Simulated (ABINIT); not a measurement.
**A GW run on Diamond (Fd-3m, 2 atoms a cell) in ABINIT, with inputs changed**

A base run on Diamond (Fd-3m, 2 atoms a cell), then changed inputs.

Calculated with ABINIT 10.8.3; PBE and many-body steps on it, plane waves.

### 1. Set-up

Symmetry: Fd-3m, No. 227, cubic system. Conventional cell: a = 3.567 Å, b = 3.567 Å, c = 3.567 Å, α = 90.00°, β = 90.00°, γ = 90.00°. C has 4 C at 1.54 Å nearest.

Structure file:

```cif
data_structure
_symmetry_space_group_name_H-M 'P 1'
_symmetry_Int_Tables_number 1
_cell_length_a 2.5221
_cell_length_b 2.5221
_cell_length_c 2.5221
_cell_angle_alpha 60.000
_cell_angle_beta 60.000
_cell_angle_gamma 60.000
_cell_volume 11.34
loop_
_atom_site_label
_atom_site_type_symbol
_atom_site_fract_x
_atom_site_fract_y
_atom_site_fract_z
_atom_site_occupancy
C1 C 0.00000 0.00000 0.00000 1
C2 C 0.25000 0.25000 0.25000 1
```

The cell and positions come from the Crystallography Open Database and are kept as given unless a step says otherwise.

### 2. Screening, 8×8×8 mesh, 99 bands, screening to 304.8 eV

This step: ABINIT 10.8.3; RPA screening on PBE, plane waves, norm-conserving pseudopotentials.

The RPA dielectric matrix is built and inverted for each q.

Input file run.abi:

```
acell 3*1.0 Angstrom
rprim 
  -0.000000000000 1.783370000000 1.783370000000
  1.783370000000 0.000000000000 1.783370000000
  1.783370000000 1.783370000000 0.000000000000
ntypat 1
znucl 6
natom 2
typat 1 1
xred 
  -0.000000000000 0.000000000000 -0.000000000000
  0.250000000000 0.250000000000 0.250000000000
pp_dirpath "pseudos"
pseudos "C.upf"
ecut 37
ngkpt 8 8 8
nshiftk 1
shiftk 0 0 0
kptopt 1
chksymbreak 0
istwfk *1
occopt 1
irdwfk 1
optdriver 3
nband 99
ecuteps 11.2
inclvkb 2
awtr 1
symchi 1
indata_prefix "in"
outdata_prefix "out"
tmpdata_prefix "tmp"
```

Launch:

```
OMP_NUM_THREADS=1 mpirun -n 4 abinit run.abi > log
```

What it wrote:

```text
.Version 10.8.3 of ABINIT. v10.8.2 released Aug 2026.

 Symmetries : space group Fd -3 m (#227); Bravais cF (face-center cubic)
[... echo of the input left out ...]
== DATASET  1 ==================================================================
-   mpi_nproc: 4, omp_nthreads: 1 (-1 if OMP is not activated)

--- !DatasetInfo
iteration_state: {dtset: 1, }
dimensions: {natom: 2, nkpt: 29, mband: 99, nsppol: 1, nspinor: 1, nspden: 1, mpw: 869, }
cutoff_energies: {ecut:  37.0, pawecutdg:  -1.0, }
electrons: {nelect:   8.00000000E+00, charge:   0.00000000E+00, occopt:   1.00000000E+00, tsmear:   1.00000000E-02, }

 SCREENING: Calculation of the susceptibility and dielectric matrices

 Based on a program developped by R.W. Godby, V. Olevano, G. Onida, and L. Reining.
 Incorporated in ABINIT by V. Olevano, G.-M. Rignanese, and M. Torrent.
.Using double precision arithmetic ; gwpc =  8

[... cell and pseudopotentials left out ...]
--------------------------------------------------------------------------------

 ==== K-mesh for the wavefunctions ====
 Number of points in the irreducible wedge :    29
[... list of points left out ...]
 Together with 48 symmetry operations and time-reversal symmetry
 yields   512 points in the full Brillouin Zone.

 ==== Q-mesh for the screening function ====
 Number of points in the irreducible wedge :    29
[... list of points left out ...]
 Together with 48 symmetry operations and time-reversal symmetry
 yields   512 points in the full Brillouin Zone.

 setmesh: FFT mesh size selected  =    20x   20x   20
          total number of points  =         8000

 vcoul_init : cutoff-mode = AUXILIARY_FUNCTION
 q-points for optical limit:   1
     1)      0.000010    0.000020    0.000030

- screening: taking advantage of time-reversal symmetry
- Maximum band index for partially occupied states nbvw = 4
- Remaining bands to be divided among processors   nbcw = 95
- Number of bands treated by each node ~23

 Number of electrons calculated from density =    8.0000; Expected =    8.0000
 average of density, n =  0.104505
 r_s =    1.3170
 omega_plasma =   31.1835 [eV]

 calculating chi0 at frequencies [eV] :
  1    0.000000E+00    0.000000E+00
  2    0.000000E+00    3.118352E+01

--------------------------------------------------------------------------------
  q-point number  1        q = ( 0.000000, 0.000000, 0.000000) [r.l.u.]
--------------------------------------------------------------------------------
[... chi0 elements left out ...]
 For q-point:  0.000010 0.000020 0.000030
  dielectric constant =   5.5152
  dielectric constant without local fields =   5.9490

  Average fulfillment of the sum rule on Im[epsilon] for q-point    1 :     94.44  [%]
[... wings left out ...]
  q-point number  2        q = ( 0.125000, 0.000000, 0.000000) [r.l.u.]
--------------------------------------------------------------------------------
[... chi0 elements left out ...]
  Average fulfillment of the sum rule on Im[epsilon] for q-point    2 :     99.68  [%]

 [... 27 further q-points ...]
```

It took 64 s on 4 MPI ranks of Intel Xeon 6975P-C (Granite Rapids), shared host; peak memory 0.86 GiB; 4.2 min of CPU time.

Numbers from this step:

| Quantity | Value |
| --- | --- |
| ε∞ with local fields, on this mesh, along the program's q direction | 5.515 |
| the same without local fields | 5.949 |
| plasma frequency | 31.18 eV |
| plane waves in the screening matrix | 137 |

Local fields lower ε∞ by 7 %.

### 3. Base

The self-energy is evaluated for the states that the input lists, and the levels follow from it, in one-shot runs by the linearised quasiparticle equation.

This step: G0W0 on PBE, plane waves, norm-conserving pseudopotentials.

run.abi, as its differences from that of step 2:

```diff
@@ -23,8 +23,17 @@
 irdwfk 1
-optdriver 3
+optdriver 4
 nband 99
+gwcalctyp 0
+ecutsigx 37
+symsigma 1
+nkptgw 2
+kptgw 
+  0.0000000000 0.0000000000 0.0000000000
+  0.3750000000 0.3750000000 0.0000000000
+bdgw 
+  2 7
+  3 6
 ecuteps 11.2
-inclvkb 2
-awtr 1
-symchi 1
+irdscr 1
+ppmodel 1
 indata_prefix "in"
```

What it wrote:

```text
.Version 10.8.3 of ABINIT. v10.8.2 released Aug 2026.

 Symmetries : space group Fd -3 m (#227); Bravais cF (face-center cubic)
[... echo of the input left out ...]
== DATASET  1 ==================================================================
-   mpi_nproc: 4, omp_nthreads: 1 (-1 if OMP is not activated)

--- !DatasetInfo
iteration_state: {dtset: 1, }
dimensions: {natom: 2, nkpt: 29, mband: 99, nsppol: 1, nspinor: 1, nspden: 1, mpw: 869, }
cutoff_energies: {ecut:  37.0, pawecutdg:  -1.0, }
electrons: {nelect:   8.00000000E+00, charge:   0.00000000E+00, occopt:   1.00000000E+00, tsmear:   1.00000000E-02, }

 SIGMA: Calculation of the GW corrections

 Based on a program developped by R.W. Godby, V. Olevano, G. Onida, and L. Reining.
 Incorporated in ABINIT by V. Olevano, G.-M. Rignanese, and M. Torrent.
.Using double precision arithmetic ; gwpc =  8

[... cell and pseudopotentials left out ...]
--------------------------------------------------------------------------------

 ==== K-mesh for the wavefunctions ====
 Number of points in the irreducible wedge :    29
[... list of points left out ...]
 Together with 48 symmetry operations and time-reversal symmetry
 yields   512 points in the full Brillouin Zone.

 ==== Q-mesh for screening function ====
 Number of points in the irreducible wedge :    29
[... list of points left out ...]
 Together with 48 symmetry operations and time-reversal symmetry
 yields   512 points in the full Brillouin Zone.

 vcoul_init : cutoff-mode = AUXILIARY_FUNCTION
 q-points for optical limit:   1
     1)      0.000010    0.000020    0.000030
 setmesh: FFT mesh size selected  =    32x   32x   32
          total number of points  =        32768

 Number of electrons calculated from density =    8.0000; Expected =    8.0000
 average of density, n =  0.104505
 r_s =    1.3170
 omega_plasma =   31.1835 [eV]

 === KS Band Gaps ===
  >>>> For spin  1
   Minimum direct gap =   5.6255 [eV], located at k-point      :   0.0000  0.0000  0.0000
   Fundamental gap    =   4.1901 [eV], Top of valence bands at :   0.0000  0.0000  0.0000
                                       Bottom of conduction at :   0.3750  0.3750  0.0000
 SIGMA fundamental parameters:
 PLASMON POLE MODEL  1
 number of plane-waves for SigmaX                  869
 number of plane-waves for SigmaC and W            137
 number of plane-waves for wavefunctions           869
 number of bands                                    99
 number of independent spin polarizations            1
 number of spinorial components                      1
 number of k-points in IBZ                          29
 number of q-points in IBZ                          29
 number of symmetry operations                      48
 number of k-points in BZ                          512
 number of q-points in BZ                          512
 number of frequencies for dSigma/dE                 9
 frequency step for dSigma/dE [eV]                0.25
 number of omega for Sigma on real axis              0
 max omega for Sigma on real axis  [eV]           0.00
 zcut for avoiding poles [eV]                     0.10

 EPSILON^-1 parameters (SCR file):
 dimension of the eps^-1 matrix on file            137
 dimension of the eps^-1 matrix used               137
 number of plane-waves for wavefunctions           869
 number of bands                                    99
 number of q-points in IBZ                          29
 number of frequencies                               2
 number of real frequencies                          1
 number of imag frequencies                          1

 matrix elements of self-energy operator (all in [eV])

 Perturbative Calculation

--- !SelfEnergy_ee
iteration_state: {dtset: 1, }
kpoint     : [   0.000,    0.000,    0.000, ]
spin       : 1
KS_gap     :    5.626
QP_gap     :    7.416
Delta_QP_KS:    1.791
data: !SigmaeeData |
     Band     E0 <VxcDFT>   SigX SigC(E0)      Z dSigC/dE  Sig(E)    E-E0       E
        2  10.293 -16.962 -19.293   1.370   0.831  -0.204 -17.760  -0.798   9.495
        3  10.293 -16.962 -19.293   1.370   0.831  -0.204 -17.760  -0.798   9.495
        4  10.293 -16.962 -19.293   1.370   0.831  -0.204 -17.760  -0.798   9.495
        5  15.918 -15.643  -9.539  -4.911   0.832  -0.202 -14.650   0.993  16.911
        6  15.918 -15.643  -9.539  -4.911   0.832  -0.202 -14.650   0.993  16.911
        7  15.918 -15.643  -9.539  -4.911   0.832  -0.202 -14.650   0.993  16.911

--- !SelfEnergy_ee
iteration_state: {dtset: 1, }
kpoint     : [   0.375,    0.375,    0.000, ]
spin       : 1
KS_gap     :    9.944
QP_gap     :   11.612
Delta_QP_KS:    1.668
data: !SigmaeeData |
     Band     E0 <VxcDFT>   SigX SigC(E0)      Z dSigC/dE  Sig(E)    E-E0       E
        3   4.539 -15.969 -20.469   3.084   0.816  -0.226 -17.123  -1.155   3.384
        4   4.539 -15.969 -20.469   3.084   0.816  -0.226 -17.123  -1.155   3.384
        5  14.483 -14.094  -8.673  -4.812   0.841  -0.188 -13.581   0.513  14.996
        6  17.096 -13.238  -7.304  -5.342   0.843  -0.187 -12.739   0.499  17.595

== END DATASET(S) ==============================================================
================================================================================

 -outvars: echo values of variables after computation  --------
           etotal      0.0000000000E+00
            nband          99
             nkpt          29
          spgroup         227
 [... the other variables as echoed above ...]

 Calculation completed.
```

Elapsed: 13 s, on 4 MPI ranks; peak memory 0.86 GiB.

This step gave:

```
G0W0 gap on the points computed              : 5.501 eV
starting gap on the mesh                     : 4.190 eV
k of the valence top                         : 0, 0, 0
k of the conduction bottom                   : 0.375, 0.375, 0
Z at the valence top                         : 0.831
Z at the conduction bottom                   : 0.841
least direct G0W0 gap on the computed points : 7.416 eV
```

The gap on the mesh goes from 4.19 eV to 5.50 eV, a correction of +1.31 eV.

### 4. Coulomb singularity

run.abi, as its differences from that of step 3:

```diff
@@ -38,2 +38,3 @@
 ppmodel 1
+gw_icutcoul 7
 indata_prefix "in"
```

What it wrote:

```text
.Version 10.8.3 of ABINIT. v10.8.2 released Aug 2026.

 Symmetries : space group Fd -3 m (#227); Bravais cF (face-center cubic)
[... echo of the input left out ...]
== DATASET  1 ==================================================================
-   mpi_nproc: 4, omp_nthreads: 1 (-1 if OMP is not activated)

--- !DatasetInfo
iteration_state: {dtset: 1, }
dimensions: {natom: 2, nkpt: 29, mband: 99, nsppol: 1, nspinor: 1, nspden: 1, mpw: 869, }
cutoff_energies: {ecut:  37.0, pawecutdg:  -1.0, }
electrons: {nelect:   8.00000000E+00, charge:   0.00000000E+00, occopt:   1.00000000E+00, tsmear:   1.00000000E-02, }

 SIGMA: Calculation of the GW corrections

 Based on a program developped by R.W. Godby, V. Olevano, G. Onida, and L. Reining.
 Incorporated in ABINIT by V. Olevano, G.-M. Rignanese, and M. Torrent.
.Using double precision arithmetic ; gwpc =  8

[... cell and pseudopotentials left out ...]
--------------------------------------------------------------------------------

 ==== K-mesh for the wavefunctions ====
 Number of points in the irreducible wedge :    29
[... list of points left out ...]
 Together with 48 symmetry operations and time-reversal symmetry
 yields   512 points in the full Brillouin Zone.

 ==== Q-mesh for screening function ====
 Number of points in the irreducible wedge :    29
[... list of points left out ...]
 Together with 48 symmetry operations and time-reversal symmetry
 yields   512 points in the full Brillouin Zone.

 vcoul_init : cutoff-mode = AUX_GB
 q-points for optical limit:   1
     1)      0.000010    0.000020    0.000030
 setmesh: FFT mesh size selected  =    32x   32x   32
          total number of points  =        32768

 Number of electrons calculated from density =    8.0000; Expected =    8.0000
[...]
number of omega for Sigma on real axis              0
 max omega for Sigma on real axis  [eV]           0.00
 zcut for avoiding poles [eV]                     0.10

 EPSILON^-1 parameters (SCR file):
 dimension of the eps^-1 matrix on file            137
 dimension of the eps^-1 matrix used               137
 number of plane-waves for wavefunctions           869
 number of bands                                    99
 number of q-points in IBZ                          29
 number of frequencies                               2
 number of real frequencies                          1
 number of imag frequencies                          1

 matrix elements of self-energy operator (all in [eV])

 Perturbative Calculation

--- !SelfEnergy_ee
iteration_state: {dtset: 1, }
kpoint     : [   0.000,    0.000,    0.000, ]
spin       : 1
KS_gap     :    5.626
QP_gap     :    7.414
Delta_QP_KS:    1.789
data: !SigmaeeData |
     Band     E0 <VxcDFT>   SigX SigC(E0)      Z dSigC/dE  Sig(E)    E-E0       E
        2  10.293 -16.962 -19.279   1.364   0.831  -0.204 -17.754  -0.791   9.502
        3  10.293 -16.962 -19.279   1.364   0.831  -0.204 -17.754  -0.791   9.502
        4  10.293 -16.962 -19.279   1.364   0.831  -0.204 -17.754  -0.791   9.502
[...]
--- !SelfEnergy_ee
iteration_state: {dtset: 1, }
kpoint     : [   0.375,    0.375,    0.000, ]
spin       : 1
KS_gap     :    9.944
QP_gap     :   11.610
Delta_QP_KS:    1.666
data: !SigmaeeData |
     Band     E0 <VxcDFT>   SigX SigC(E0)      Z dSigC/dE  Sig(E)    E-E0       E
[...]
5  14.483 -14.094  -8.673  -4.806   0.842  -0.188 -13.576   0.518  15.000
        6  17.096 -13.238  -7.304  -5.336   0.843  -0.187 -12.734   0.504  17.600

== END DATASET(S) ==============================================================
================================================================================

 -outvars: echo values of variables after computation  --------
           etotal      0.0000000000E+00
            nband          99
             nkpt          29
          spgroup         227
 [... the other variables as echoed above ...]

 Calculation completed.
```

Elapsed: 12 s, on 4 MPI ranks; peak memory 0.86 GiB.

Numbers from this step:

```
G0W0 gap on the points computed              : 5.498 eV
starting gap on the mesh                     : 4.190 eV
k of the valence top                         : 0, 0, 0
k of the conduction bottom                   : 0.375, 0.375, 0
Z at the valence top                         : 0.831
Z at the conduction bottom                   : 0.842
least direct G0W0 gap on the computed points : 7.414 eV
```

Against G0W0 in ABINIT (8×8×8 mesh, 99 bands, screening to 304.8 eV, Godby-Needs plasmon pole), the gap moves by −0.003 eV.

### 5. The runs together

Times are wall times on 4 MPI ranks of Intel Xeon 6975P-C (Granite Rapids), shared host, good to a factor of about two. A run's time includes the screening step that it read.

| run | mesh | bands | screening cutoff (eV) | DFT gap (eV) | gap on the mesh (eV) | direct (eV) | ε∞ used | time |
| --- | --- | --- | --- | --- | --- | --- | --- | --- |
| base | 8×8×8 | 99 | 304.8 | 4.190 | 5.501 | 7.416 | 5.52 | 77 s |
| Coulomb singularity | 8×8×8 | 99 | 304.8 | 4.190 | 5.498 | 7.414 | 5.52 | 76 s |

### 6. Results

| Property | Result |
| --- | --- |
| base | 5.501 eV |
| Coulomb singularity | 5.498 eV |
| known limits | not at the basis limit |

What this shows: Coulomb singularity: −0.003 eV against base (keys changed: gw_icutcoul). Bands and cutoff are finite, so the gap is not at the basis limit. The miss can reach some tenths of an eV and take either sign; the mesh is an error of its own. In the first G0W0 run levels were corrected at 2 k points alone, so a gap called «on the mesh» is the least over those, and an edge elsewhere would be missed.

[Paths, hosts, dates, memory and timing lines, banners, echoed tables and standing remarks are left out of the program output.]

[Logs are printed without paths, hosts, clocks, repeated set-up lines and the standing remarks that a program may print on its own settings, such as how far it seeks lower states.]

[Runs of the session that timed out or met a known fault of the program may be left out.]

[No measured gap is set beside runs whose start may be inverted or whose files or cutoffs have a known fault.]

[Hosts, paths, dates, database ids (printed as entryN), source tags and the programs' standing remarks are cut or masked in the printed files.]

[G0W0 gaps are taken among the corrected bands and points alone; a level outside them can change the order at an edge.]

[Where Ansatz stands beside ABINIT at settings called matched, ABINIT's density can come from a denser mesh and the files from another edition; pairs whose starting gaps differed by over 0.03 eV were left out, so agreement reads better than it is.]
